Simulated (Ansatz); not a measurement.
# Glassy 59P2O5-36K2O-5BeO (mol %) (117 atoms): geometry optimisation, part 2 of 2

Aim: bring glassy 59P2O5-36K2O-5BeO (mol %) (117 atoms) to a nearby minimum of the energy and see what moves.

Ansatz 0.2.0; Kohn-Sham DFT, revPBE, PAW (set soft_2), plane waves.

The cell: 26 P, 16 K, 1 Be and 74 O. The quench rate of 50 K/ps far exceeds what a furnace or splat quench reaches. The network of bonds at the start is that of the classical potential that made the cell. Only the Γ point is sampled, in a cell whose shortest periodic width is 12 Å.

So far, density (g/cm³): step 4 (structure statistics after relaxation) 2.45.

**5. Single point at the relaxed geometry**

The electronic structure is read at the final geometry, in a run of its own.

The input, input.yaml:

```yaml
crystal:
  lattice:
    - [12.11633, 0.0, 0.0]
    - [0.0, 12.11633, 0.0]
    - [0.0, 0.0, 12.11633]
  atoms:
    - { symbol: P, position: [0.72108, 0.09202, 0.29005] }
    - { symbol: P, position: [0.21331, 0.38198, 0.37632] }
    - { symbol: P, position: [0.46852, 0.55539, 0.70294] }
    - { symbol: P, position: [0.34912, 0.69398, 0.10221] }
    - { symbol: P, position: [0.33363, 0.27207, 0.56325] }
    - { symbol: P, position: [0.84165, 0.7389, 0.22109] }
    - { symbol: P, position: [0.89241, 0.75936, 0.96651] }
    - { symbol: P, position: [0.90801, 0.25829, 0.69188] }
    - { symbol: P, position: [0.73679, 0.69886, 0.45575] }
    - { symbol: P, position: [0.94192, 0.20164, 0.25174] }
    - { symbol: P, position: [0.79924, 0.49139, 0.13664] }
    - { symbol: P, position: [0.33548, 0.9233, 0.99077] }
    - { symbol: P, position: [0.14542, 0.98076, 0.85918] }
    - { symbol: P, position: [0.93854, 0.00053, 0.99253] }
    - { symbol: P, position: [0.38955, 0.15501, 0.10606] }
    - { symbol: P, position: [0.06233, 0.38891, 0.82229] }
    - { symbol: P, position: [0.01916, 0.82407, 0.36995] }
    - { symbol: P, position: [0.2511, 0.34877, 0.13731] }
    - { symbol: P, position: [0.70092, 0.94853, 0.48129] }
    - { symbol: P, position: [0.983, 0.39388, 0.39484] }
    - { symbol: P, position: [0.12444, 0.03873, 0.28188] }
    - { symbol: P, position: [0.78258, 0.16899, 0.88125] }
    - { symbol: P, position: [0.30907, 0.38374, 0.77319] }
    - { symbol: P, position: [0.25398, 0.05741, 0.49688] }
    - { symbol: P, position: [0.46912, 0.95938, 0.53164] }
    - { symbol: P, position: [0.64089, 0.88919, 0.1643] }
    - { symbol: K, position: [0.81362, 0.49485, 0.8628] }
    - { symbol: K, position: [0.5389, 0.32588, 0.2491] }
    - { symbol: K, position: [0.57457, 0.62031, 0.21678] }
    - { symbol: K, position: [0.39222, 0.64127, 0.44333] }
    - { symbol: K, position: [0.5442, 0.40196, 0.96548] }
    - { symbol: K, position: [0.10861, 0.61676, 0.19271] }
    - { symbol: K, position: [0.46463, 0.11001, 0.83694] }
    - { symbol: K, position: [0.35001, 0.90224, 0.28858] }
    - { symbol: K, position: [0.5809, 0.70628, 0.90267] }
    - { symbol: K, position: [0.31461, 0.84316, 0.70114] }
    - { symbol: K, position: [0.99611, 0.61941, 0.58127] }
    - { symbol: K, position: [0.66032, 0.18719, 0.61296] }
    - { symbol: K, position: [0.70677, 0.8946, 0.78723] }
    - { symbol: K, position: [0.98224, 0.989, 0.63136] }
    - { symbol: K, position: [0.16951, 0.66754, 0.85414] }
    - { symbol: K, position: [0.69407, 0.46667, 0.56383] }
    - { symbol: Be, position: [0.01007, 0.36863, 0.06529] }
    - { symbol: O, position: [0.9204, 0.43439, 0.49184] }
    - { symbol: O, position: [0.34633, 0.68854, 0.22776] }
    - { symbol: O, position: [0.03226, 0.30281, 0.72584] }
    - { symbol: O, position: [0.84373, 0.08929, 0.97313] }
    - { symbol: O, position: [0.45551, 0.65504, 0.04976] }
    - { symbol: O, position: [0.9602, 0.79432, 0.24828] }
    - { symbol: O, position: [0.83118, 0.71141, 0.36774] }
    - { symbol: O, position: [0.73608, 0.81904, 0.23609] }
    - { symbol: O, position: [0.44406, 0.67792, 0.70629] }
    - { symbol: O, position: [0.89614, 0.89371, 0.92795] }
    - { symbol: O, position: [0.04067, 0.04307, 0.91974] }
    - { symbol: O, position: [0.04064, 0.5044, 0.78303] }
    - { symbol: O, position: [0.46479, 0.49826, 0.59157] }
    - { symbol: O, position: [0.35843, 0.04625, 0.03123] }
    - { symbol: O, position: [0.80706, 0.71743, 0.88594] }
    - { symbol: O, position: [0.96027, 0.98541, 0.11075] }
    - { symbol: O, position: [0.01166, 0.45991, 0.29649] }
    - { symbol: O, position: [0.98607, 0.25032, 0.14861] }
    - { symbol: O, position: [0.57954, 0.0008, 0.46467] }
    - { symbol: O, position: [0.00463, 0.71003, 0.97127] }
    - { symbol: O, position: [0.54174, 0.86238, 0.23078] }
    - { symbol: O, position: [0.83965, 0.61059, 0.20547] }
    - { symbol: O, position: [0.40461, 0.89801, 0.89163] }
    - { symbol: O, position: [0.10395, 0.88703, 0.78799] }
    - { symbol: O, position: [0.21809, 0.0674, 0.81098] }
    - { symbol: O, position: [0.35289, 0.41777, 0.14373] }
    - { symbol: O, position: [0.21561, 0.31178, 0.2669] }
    - { symbol: O, position: [0.01179, 0.34887, 0.92907] }
    - { symbol: O, position: [0.43305, 0.847, 0.49765] }
    - { symbol: O, position: [0.76645, 0.00516, 0.38027] }
    - { symbol: O, position: [0.64829, 0.88095, 0.04248] }
    - { symbol: O, position: [0.38187, 0.0462, 0.46791] }
    - { symbol: O, position: [0.48396, 0.20972, 0.04716] }
    - { symbol: O, position: [0.20107, 0.96307, 0.55235] }
    - { symbol: O, position: [0.14478, 0.39588, 0.09055] }
    [... 33 atom lines left out ...]
    - { symbol: O, position: [0.56095, 0.51689, 0.77909] }
    - { symbol: O, position: [0.78572, 0.67876, 0.56825] }
    - { symbol: O, position: [0.71513, 0.53252, 0.05258] }
    - { symbol: O, position: [0.92142, 0.27709, 0.35476] }
    - { symbol: O, position: [0.69168, 0.10434, 0.82476] }
    - { symbol: O, position: [0.24535, 0.66392, 0.04138] }
kpoints:
  mp_grid: { grid: [1, 1, 1] }
hamiltonian:
  xc: revpbe
scf:
  occupations: { method: fermi_dirac, width: 0.05 }
output:
  forces: true
  stress: true
  populations: true
  dos:
    method: { smearing: { sigma: 0.1 } }
    de: 0.1
    projected: { site_lists: { Be: [Be], K: [K], O: [O], P: [P] } }
  eigenvalues: true
  write_density: true
  write_potential: true
  volumetric_format: npy
```

Run with:

```
ansatz run input.yaml --threads 4 --pin off --max-ram 8192MiB --backend cpu --events-out ev --progress --plain --runs-dir out
```

Run time: 42 s. Hardware: 4 threads of Arm Neoverse V2, shared host; peak memory 2.5 GiB.

The program notes that the exchange-correlation potential is rough where the density is thin.

Read from the output:

- free energy: -86602.8339 eV
- free energy per atom: -740.1952 eV/atom
- SCF cycles: 10
- pressure: 3.031 GPa
- r.m.s. force component: 0.00992 eV/Å
- longest force: 0.05059 eV/Å
- Fermi energy: 5.498 eV
- gap (highest filled to lowest empty level): 3.799 eV
- spilling of the projection: 0.01498

Löwdin charges by element (they lack the spilled electrons, 0.092 e an atom on average):

| element | coordination | atoms | mean charge (e) | spread | least | most |
| --- | --- | --- | --- | --- | --- | --- |
| Be | all | 1 | 1.60 | 0 | 1.60 | 1.60 |
| K | all | 16 | 0.844 | 0.0096 | 0.826 | 0.860 |
| O | all | 74 | -0.810 | 0.0743 | -0.977 | -0.704 |
| P | all | 26 | 2.14 | 0.0441 | 2.04 | 2.24 |

States in the cell by windows of 1 eV, zero at the Fermi level; the larger projections on atomic orbitals stand beside the total:

| from (eV) | to (eV) | total | O p | P p | O s |
| --- | --- | --- | --- | --- | --- |
| -10 | -9 | 9.9 | 6.8 | 1.2 | 1.2 |
| -9 | -8 | 26.4 | 18.6 | 2.7 | 3.5 |
| -8 | -7 | 52.3 | 39.3 | 4.9 | 5.5 |
| -7 | -6 | 58.9 | 48.6 | 4.2 | 3.8 |
| -6 | -5 | 57.3 | 50.2 | 2.7 | 2.3 |
| -5 | -4 | 72.9 | 66.8 | 2.9 | 0.8 |
| -4 | -3 | 75.3 | 71.0 | 1.7 | 0.3 |
| -3 | -2 | 29.4 | 28.4 | 0.3 | 0.1 |
| -2 | -1 | 2.0 | 2.0 | 0.0 | 0.0 |
| -1 | 1 | 0.0 | 0.0 | 0.0 | 0.0 |
| 1 | 2 | 1.6 | 0.1 | 0.0 | 0.4 |
| 2 | 3 | 4.9 | 0.8 | 0.5 | 0.8 |
| 3 | 4 | 20.1 | 3.1 | 3.7 | 2.6 |
| 4 | 5 | 42.5 | 6.9 | 12.1 | 3.6 |

Between -26 and -10 eV lie 304 more states.

About 32 of the 720 electrons lie in deeper levels, below the stored range.

The levels nearest the highest filled one (over half full), pooled over k-points and spins:

| level less the highest filled one (eV) | occupation |
| --- | --- |
| -0.732 | 2 |
| -0.624 | 2 |
| -0.587 | 2 |
| -0.332 | 2 |
| -0.261 | 2 |
| 0 | 2 |
| 3.80 | 0 |
| 4.63 | 0 |
| 4.81 | 0 |
| 4.87 | 0 |
| 5.00 | 0 |
| 5.14 | 0 |

Valence density in the bc plane at fractional x = 0.005, with atoms of P and K and Be and O within 0.2 Å of it. It is the smooth field of the valence electrons, not physical close to the nuclei.

Values in e/Å³, 13 rows by 16 columns, each cell a mean:
```
1.9 1.0 0.1 0.0 0.4 3.9 1.7 0.1 0.0 0.0 1.0 4.7 1.0 0.1 0.1 0.4
1.3 0.7 0.1 0.0 0.3 2.1 1.2 0.3 0.2 0.0 0.1 0.3 0.1 0.0 0.1 0.2
0.1 0.0 0.0 0.1 0.5 0.7 0.5 1.4 2.0 0.2 0.0 0.0 0.0 0.1 0.1 0.1
0.3 0.0 0.0 0.2 2.5 2.3 0.3 0.4 0.7 0.1 0.0 0.0 0.0 0.0 0.1 0.3
2.4 0.2 0.1 0.2 0.4 0.3 0.0 0.0 0.1 1.0 1.1 0.1 0.0 0.0 0.3 2.6
0.9 0.1 0.1 0.2 0.1 0.0 0.1 0.1 0.3 2.7 3.0 0.3 0.0 0.0 0.1 1.0
0.0 0.0 0.0 0.0 0.0 0.1 0.3 0.3 0.1 0.3 0.4 0.1 0.1 0.3 0.6 0.1
0.0 0.1 0.1 0.0 0.2 0.4 0.4 0.4 0.1 0.0 0.1 0.3 0.5 0.8 1.0 0.2
0.3 3.2 1.8 0.2 0.3 0.4 1.2 3.1 0.7 0.0 0.0 0.2 0.6 0.5 0.3 0.1
0.3 2.2 1.5 0.5 0.3 0.1 0.8 3.3 0.7 0.1 0.0 0.2 1.5 1.0 0.1 0.1
0.2 0.1 0.2 1.8 2.4 0.2 0.1 0.1 0.1 0.1 0.1 0.1 0.4 0.3 0.1 0.3
1.0 0.1 0.1 1.3 2.0 0.3 0.1 0.1 0.0 0.0 0.0 0.0 0.0 0.0 0.1 1.4
0.5 0.1 0.0 0.0 0.1 0.3 0.2 0.1 0.0 0.0 0.4 1.6 0.4 0.0 0.1 0.5
```
Columns run along b (12.1 Å), rows up along c (12.1 Å). Atoms in or near the plane, at fractional coordinates: P at (0.82, 0.37), K at (0.62, 0.58), Be at (0.37, 0.07), O at (0.46, 0.30), O at (0.71, 0.97), O at (0.35, 0.93), O at (0.10, 0.31).

Electrostatic potential energy in the bc plane at fractional x = 0.005, with atoms of P and K and Be and O within 0.2 Å of it. With pseudopotentials it is smooth inside the atoms' cores, unlike the true potential.

Values in eV, 13 rows by 16 columns, each cell a mean:
```
-20  -3   9  10   6 -27  -9   8   9  10   0 -31  -2   8   7  -2
 -6   2  10  10   7 -16 -12   4   9  10  10   8   9  10   9   6
  8   9   9   9   3  -7 -17  -9 -13   9   9   9   9  10   9   8
  1   7   8   5 -22 -19   5   5   3   7   7   7   8   9   7   1
-27   3   8   7   4   6   9   9   5 -10 -12   3   7   7   1 -29
 -9   6   9  10  10   9   9   9   2 -30 -33   0   7   8   5 -10
  8   9  10  10   9   5   1   6   6   0   0   6   7   6   5   8
  9   8   9   9   6 -18 -37 -11   8   9   9   7 -13 -27  -7   8
  5 -22 -12   2   4  -6 -24 -25   4  10   9   6 -19 -34  -7   7
  5 -15 -15 -15   1   7   1 -20   3   8   7   7 -10  -5   6   8
  8   8   3 -14 -17   7   8   9   9   6   5   7   6   8  10   8
 -1   9   9  -4 -13 -12 -12   6   9   8   8   9  10  10  10  -5
 -4   6   9   9   6 -14 -15   6   9  10   7  -6   6   9   7  -1
```
Columns run along b (12.1 Å; values clipped at the 3rd and 97th percentile), rows up along c (12.1 Å). Atoms in or near the plane, at fractional coordinates: P at (0.82, 0.37), K at (0.62, 0.58), Be at (0.37, 0.07), O at (0.46, 0.30), O at (0.71, 0.97), O at (0.35, 0.93), O at (0.10, 0.31).

Mean Löwdin charges: Be +1.60, K +0.84, O -0.81, P +2.14 e (they miss 1.5 % of the electrons, so they add up to more than the cell's charge).

A closer look about Be43, the only Be atom: 10 atoms, nearest first, numbered in the order of the input, with positions taken from that point.

| atom | x | y | z | distance (Å) | bonds | Löwdin charge (e) |
| --- | --- | --- | --- | --- | --- | --- |
| Be43 | 0.00 | 0.00 | 0.00 | 0.00 | 4 | 1.60 |
| O105 | -1.21 | 1.05 | 0.24 | 1.62 | 3 | -0.98 |
| O71 | 0.02 | -0.24 | -1.65 | 1.67 | 3 | -0.92 |
| O78 | 1.63 | 0.33 | 0.31 | 1.69 | 3 | -0.92 |
| O61 | -0.29 | -1.43 | 1.01 | 1.78 | 2 | -0.83 |
| O60 | 0.02 | 1.11 | 2.80 | 3.01 | 2 | -0.83 |
| P16 | 0.63 | 0.25 | -2.94 | 3.02 | 4 | 2.16 |
| P18 | 2.92 | -0.24 | 0.87 | 3.06 | 4 | 2.15 |
| P11 | -2.55 | 1.49 | 0.86 | 3.08 | 4 | 2.10 |
| P10 | -0.83 | -2.02 | 2.26 | 3.14 | 4 | 2.24 |

The column of bonds counts only the pairs O-P within 2.11 Å, O-K within 3.15 Å, O-Be within 2.15 Å; other neighbours, such as metal atoms beside each other in a compound, aren't counted, and periodic images can show an atom twice.

**6. Results**

```
energy change in the relaxation                  : -213.4 meV/atom
r.m.s. displacement                              : 1.367 Å
largest displacement                             : 3.725 Å
free energy per atom                             : -740.1952 eV/atom
pressure                                         : 3.031 GPa
r.m.s. force component                           : 0.00992 eV/Å
gap (highest filled to lowest empty level) : 3.799 eV
wall time of the 3 DFT runs                      : 22 min
```

**Reading.** Relaxation lowers the energy by 213 meV/atom and moves atoms by 1.4 Å r.m.s.; the r.m.s. force component goes from 1.6 to 0.0099 eV/Å, the pressure goes from 6.2 to 3.0 GPa, and the gap from 1.21 to 3.80 eV. From the first step to the last the energy fell by 24.974 eV, and the largest move was 3.72 Å (K34, with 1 other atom within 2 % of it). The O-Be bonds change most in mean length: from 1.538 Å (spread 0.011) to 1.689 Å (spread 0.058), and their number from 3 to 4. Counting bonds to P alone, not to Be, 42 % of the oxygens join two of these atoms and 58 % one. The highest filled and lowest empty levels differ by 3.80 eV (at Γ alone); a semilocal functional tends to put such gaps too low. In a disordered cell it changes from sample to sample, and tail or defect levels can set it.

What to keep in mind: The starting topology of bonds comes from the classical model; in DFT atoms moved by 1.4 Å r.m.s. The pressure of 3.0 GPa means that a free cell would grow at this level.

[Logs are printed without paths, hosts, clocks, repeated set-up lines and the standing remarks that a program may print on its own settings, such as how far it seeks lower states.]

[Hosts, paths, dates, database ids (printed as entryN), source tags and the programs' standing remarks are cut or masked in the printed files.]
